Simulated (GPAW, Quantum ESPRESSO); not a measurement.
The Zn K edge of atom 1 in Zn (Zinc, P6_3/mmc), with 6 Zn at 2.67 Å and 6 Zn at 2.92 Å (anticuboctahedral, as in hcp, site symmetry -6m2), was computed in 2 ways: excited-electron core hole (neutral cell) and no core hole. Program and functional: Quantum ESPRESSO XSpectra, PBE, Lorentzian half width 0.83 eV; cells of 2 and 14 atoms (the run without a hole in the smaller).

Each run is counted from its own lowest empty level or Fermi level and scaled to a mean of 1 over its first 20 eV.

| E (eV) | run 1 | run 2 |
| --- | --- | --- |
| -2.0 | 0.08 | 0.10 |
| -1.5 | 0.09 | 0.13 |
| -1.0 | 0.12 | 0.17 |
| -0.5 | 0.16 | 0.24 |
| 0.0 | 0.22 | 0.35 |
| 0.5 | 0.30 | 0.46 |
| 1.0 | 0.39 | 0.55 |
| 1.5 | 0.45 | 0.63 |
| 2.0 | 0.50 | 0.71 |
| 2.5 | 0.56 | 0.78 |
| 3.0 | 0.62 | 0.84 |
| 3.5 | 0.66 | 0.86 |
| 4.0 | 0.67 | 0.85 |
| 4.5 | 0.72 | 0.86 |
| 5.0 | 0.77 | 0.91 |
| 5.5 | 0.78 | 0.99 |
| 6.0 | 0.80 | 1.07 |
| 6.5 | 0.86 | 1.12 |
| 7.0 | 0.94 | 1.14 |
| 7.5 | 1.00 | 1.17 |
| 8.0 | 1.05 | 1.23 |
| 8.5 | 1.15 | 1.29 |
| 9.0 | 1.20 | 1.37 |
| 9.5 | 1.25 | 1.40 |
| 10.0 | 1.35 | 1.35 |
| 10.5 | 1.41 | 1.27 |
| 11.0 | 1.43 | 1.19 |
| 11.5 | 1.39 | 1.10 |
| 12.0 | 1.32 | 1.03 |
| 12.5 | 1.24 | 0.99 |
| 13.0 | 1.18 | 0.97 |
| 13.5 | 1.17 | 0.97 |
| 14.0 | 1.14 | 0.99 |
| 14.5 | 1.11 | 0.99 |
| 15.0 | 1.09 | 0.98 |
| 15.5 | 1.12 | 0.97 |
| 16.0 | 1.12 | 0.98 |
| 16.5 | 1.11 | 1.00 |
| 17.0 | 1.16 | 1.04 |
| 17.5 | 1.25 | 1.07 |
| 18.0 | 1.27 | 1.06 |
| 18.5 | 1.25 | 1.04 |
| 19.0 | 1.22 | 1.00 |
| 19.5 | 1.17 | 0.93 |
| 20.0 | 1.12 | 0.86 |
| 20.5 | 1.06 | 0.84 |
| 21.0 | 1.01 | 0.84 |
| 21.5 | 1.03 | 0.85 |
| 22.0 | 1.06 | 0.87 |
| 22.5 | 1.06 | 0.89 |
| 23.0 | 1.03 | 0.89 |
| 23.5 | 1.00 | 0.88 |
| 24.0 | 0.98 | 0.88 |
| 24.5 | 0.97 | 0.89 |
| 25.0 | 0.97 | 0.91 |
| 25.5 | 1.00 | 0.92 |
| 26.0 | 1.03 | 0.93 |
| 26.5 | 1.06 | 0.93 |
| 27.0 | 1.08 | 0.95 |
| 27.5 | 1.09 | 0.96 |
| 28.0 | 1.09 | 0.99 |
| 28.5 | 1.10 | 1.01 |
| 29.0 | 1.11 | 1.02 |
| 29.5 | 1.11 | 1.03 |
| 30.0 | 1.11 | 1.04 |
| 30.5 | 1.11 | 1.07 |
| 31.0 | 1.14 | 1.10 |
| 31.5 | 1.19 | 1.13 |
| 32.0 | 1.24 | 1.16 |

The database entry behind the starting cell differs from later determinations by our own check (about 0.3 % long), so it need not match the best structure at ambient conditions.

**Question.** Which run is which?

Run 1: no core hole (area from −2 to 6 eV 3.7, main maxima 10.8 eV (1.43), 15.8 eV (1.13), 17.8 eV (1.27) and 22.2 eV (1.07)). Run 2: excited-electron core hole (neutral cell) (area from −2 to 6 eV 5.0, main maxima 9.4 eV (1.40), 14.4 eV (0.99) and 17.5 eV (1.07)). With each curve scaled to its own mean, the area from −2 to 6 eV with the hole is 5.0 against 3.7, and the centre of weight from −1 to 20 eV moves by -1.0 eV: the hole pulls the absorber's empty states down.

[Hosts, paths, dates, database ids (printed as entryN), source tags and the programs' standing remarks are cut or masked in the printed files.]

[Lists of maxima count a maximum above −3 eV only where it reaches 4 % of the highest in the window and stands out from its surroundings by 2 % of it (1.5 % where it reaches 55 %); shoulders and weaker maxima are passed over, and of the rest the first, up to two pre-edge ones and the few strongest are named.]
